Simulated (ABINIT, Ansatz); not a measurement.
# Sr2AlSbO6 (Fm-3m): one start, several treatments of the self-energy, part 2 of 2

Aim: compare treatments of exchange, screening and correlation for the gap of Sr2AlSbO6 (Fm-3m).

ABINIT 10.8.3; LDA and many-body steps on it, plane waves. Known limits of the many-body steps: not at the basis limit; no spin-orbit coupling; coarse k mesh.

So far. Step 4 (G0W0, Godby-Needs plasmon pole): The gap on the mesh goes from 1.77 eV to 3.87 eV, a correction of +2.10 eV. Step 5 (G0W0, von der Linden-Horsch plasmon pole): Against G0W0 in ABINIT (2×2×2 mesh, 121 bands, screening to 114.3 eV, Godby-Needs plasmon pole), the gap moves by +0.021 eV.

**6. G0W0, Hybertsen-Louie plasmon pole**

Level of this step: G0W0 on LDA, plane waves, norm-conserving pseudopotentials (ABINIT).

The input, run.abi:

```
acell 3*1.0 Angstrom
rprim 
  0.000000000000 3.928638000000 3.928638000000
  3.928638000000 0.000000000000 3.928638000000
  3.928638000000 3.928638000000 0.000000000000
ntypat 4
znucl 38 13 51 8
natom 10
typat 1 1 2 3 4 4 4 4 4 4
xred 
  0.250000000000 0.250000000000 0.250000000000
  0.750000000000 0.750000000000 0.750000000000
  0.000000000000 0.000000000000 0.000000000000
  0.500000000000 0.500000000000 0.500000000000
  0.753917000000 0.246083000000 0.246083000000
  0.246083000000 0.753917000000 0.753917000000
  0.246083000000 0.753917000000 0.246083000000
  0.753917000000 0.246083000000 0.753917000000
  0.246083000000 0.246083000000 0.753917000000
  0.753917000000 0.753917000000 0.246083000000
pp_dirpath "pseudos"
pseudos "Sr.upf, Al.upf, Sb.upf, O.upf"
ecut 42
ngkpt 2 2 2
nshiftk 1
shiftk 0 0 0
kptopt 1
chksymbreak 0
istwfk *1
occopt 1
irdwfk 1
optdriver 4
nband 121
gwcalctyp 0
ecutsigx 42
symsigma 1
nkptgw 1
kptgw 
  0.0000000000 0.0000000000 0.0000000000
bdgw 
  39 44
ecuteps 4.2
irdscr 1
ppmodel 2
indata_prefix "in"
outdata_prefix "out"
tmpdata_prefix "tmp"
```

Started as:

```
> OMP_NUM_THREADS=1 mpirun -n 4 abinit run.abi > log
```

Numbers of over 12 decimals in the logs are rounded to 6 here.

The program printed:

```text
.Version 10.8.3 of ABINIT. v10.8.2 released Aug 2026.

 Symmetries : space group Fm -3 m (#225); Bravais cF (face-center cubic)
[... echo of the input left out ...]
== DATASET  1 ==================================================================
-   mpi_nproc: 4, omp_nthreads: 1 (-1 if OMP is not activated)

--- !DatasetInfo
iteration_state: {dtset: 1, }
dimensions: {natom: 10, nkpt: 3, mband: 121, nsppol: 1, nspinor: 1, nspden: 1, mpw: 10777, }
cutoff_energies: {ecut:  42.0, pawecutdg:  -1.0, }
[...]
42   8.563 -16.994 -12.134  -2.763   0.885  -0.130 -15.138   1.856  10.419
       43  12.062 -10.970  -5.362  -3.565   0.900  -0.112  -9.132   1.839  13.901
       44  12.062 -10.970  -5.362  -3.565   0.900  -0.112  -9.132   1.839  13.901

== END DATASET(S) ==============================================================
================================================================================

 -outvars: echo values of variables after computation  --------
           etotal      0.0000000000E+00
            nband         121
             nkpt           3
          spgroup         225
 [... the other variables as echoed above ...]

 Calculation completed.
```

Elapsed: 13 s, on 4 MPI ranks of Arm Neoverse N1, shared host; peak memory 1.3 GiB.

Numbers from this step:

```yaml
g0w0_gap_on_the_points_computed: 4.036 eV
starting_gap_on_the_mesh: 1.771 eV
k_of_the_valence_top: 0, 0, 0
k_of_the_conduction_bottom: 0, 0, 0
least_direct_g0w0_gap_on_the_computed_points: 4.036 eV
```

Against G0W0 in ABINIT (2×2×2 mesh, 121 bands, screening to 114.3 eV, Godby-Needs plasmon pole), the gap moves by +0.169 eV.

**7. One-shot Hartree-Fock**

This step: one-shot Hartree-Fock on LDA, plane waves, norm-conserving pseudopotentials.

Changes to run.abi since step 6:

```diff
@@ -32,4 +32,4 @@
 optdriver 4
-nband 121
-gwcalctyp 0
+nband 45
+gwcalctyp 5
 ecutsigx 42
@@ -41,5 +41,4 @@
   39 44
-ecuteps 4.2
-irdscr 1
-ppmodel 2
+ixc_sigma 40
+fftgw 31
 indata_prefix "in"
```

The program printed:

```text
.Version 10.8.3 of ABINIT. v10.8.2 released Aug 2026.

 Symmetries : space group Fm -3 m (#225); Bravais cF (face-center cubic)
[... echo of the input left out ...]
== DATASET  1 ==================================================================
-   mpi_nproc: 4, omp_nthreads: 1 (-1 if OMP is not activated)

--- !DatasetInfo
iteration_state: {dtset: 1, }
dimensions: {natom: 10, nkpt: 3, mband: 45, nsppol: 1, nspinor: 1, nspden: 1, mpw: 10777, }
cutoff_energies: {ecut:  42.0, pawecutdg:  -1.0, }
[...]
42   8.563 -16.994 -12.134   0.000   1.000   0.000 -12.134   4.860  13.423
       43  12.062 -10.970  -5.362   0.000   1.000   0.000  -5.362   5.608  17.671
       44  12.062 -10.970  -5.362   0.000   1.000   0.000  -5.362   5.608  17.671

== END DATASET(S) ==============================================================
================================================================================

 -outvars: echo values of variables after computation  --------
           etotal      0.0000000000E+00
            nband          45
             nkpt           3
          spgroup         225
 [... the other variables as echoed above ...]

 Calculation completed.
```

Run time: 7.8 s. Hardware: 4 MPI ranks; peak memory 1.2 GiB.

Numbers from this step:

* quasiparticle gap on the points computed: 11.80 eV
* starting gap on the mesh: 1.771 eV
* k of the valence top: 0, 0, 0
* k of the conduction bottom: 0, 0, 0
* least direct quasiparticle gap on the computed points: 11.80 eV

Against G0W0 in ABINIT (2×2×2 mesh, 121 bands, screening to 114.3 eV, Godby-Needs plasmon pole), the gap moves by +7.937 eV.

**8. The runs together**

Times are wall times on 4 MPI ranks of Arm Neoverse N1, shared host, good to a factor of about two. A run's time includes the screening step that it read.

```
                                     run   mesh  bands  screening cutoff (eV)  DFT gap (eV)  gap on the mesh (eV)  direct (eV)  ε∞ used   time
          G0W0, Godby-Needs plasmon pole  2×2×2    121                  114.3         1.771                 3.867        3.867     4.91   89 s
G0W0, von der Linden-Horsch plasmon pole  2×2×2    121                  114.3         1.771                 3.888        3.888     4.91   87 s
      G0W0, Hybertsen-Louie plasmon pole  2×2×2    121                  114.3         1.771                 4.036        4.036     4.91   89 s
                   one-shot Hartree-Fock  2×2×2      -                      -         1.771                11.804       11.804        -  7.8 s
```

**9. Results**

| Item | Value |
| --- | --- |
| G0W0, Godby-Needs plasmon pole | 3.867 eV |
| G0W0, von der Linden-Horsch plasmon pole | 3.888 eV |
| G0W0, Hybertsen-Louie plasmon pole | 4.036 eV |
| one-shot Hartree-Fock | 11.804 eV |
| known limits | not at the basis limit; no spin-orbit coupling; coarse k mesh |

In words: G0W0, von der Linden-Horsch plasmon pole: +0.021 eV against G0W0, Godby-Needs plasmon pole. G0W0, Hybertsen-Louie plasmon pole: +0.169 eV against G0W0, Godby-Needs plasmon pole. One-shot Hartree-Fock: +7.937 eV against G0W0, Godby-Needs plasmon pole. Bare exchange alone opens the gap to 11.80 eV; against G0W0, correlation takes back 7.94 eV. Bands and cutoff are finite, so the gap is not at the basis limit. The miss can reach some tenths of an eV and take either sign; the mesh is an error of its own. In the first G0W0 run levels were corrected at 1 k point alone, so a gap called «on the mesh» is the least over those, and an edge elsewhere would be missed. The 2×2×2 mesh is coarse for this cell, which bears on the long-range parts of exchange and screening. The many-body steps are scalar-relativistic: spin-orbit coupling is not in them.

[Paths, hosts, dates, memory and timing lines, banners, echoed tables and standing remarks are left out of the program output.]

[Logs are printed without paths, hosts, clocks, repeated set-up lines and the standing remarks that a program may print on its own settings, such as how far it seeks lower states.]

[Runs of the session that timed out or met a known fault of the program may be left out.]

[No measured gap is set beside runs whose start may be inverted or whose files or cutoffs have a known fault.]

[Hosts, paths, dates, database ids (printed as entryN), source tags and the programs' standing remarks are cut or masked in the printed files.]

[G0W0 gaps are taken among the corrected bands and points alone; a level outside them can change the order at an edge.]

[Where Ansatz stands beside ABINIT at settings called matched, ABINIT's density can come from a denser mesh and the files from another edition; pairs whose starting gaps differed by over 0.03 eV were left out, so agreement reads better than it is.]
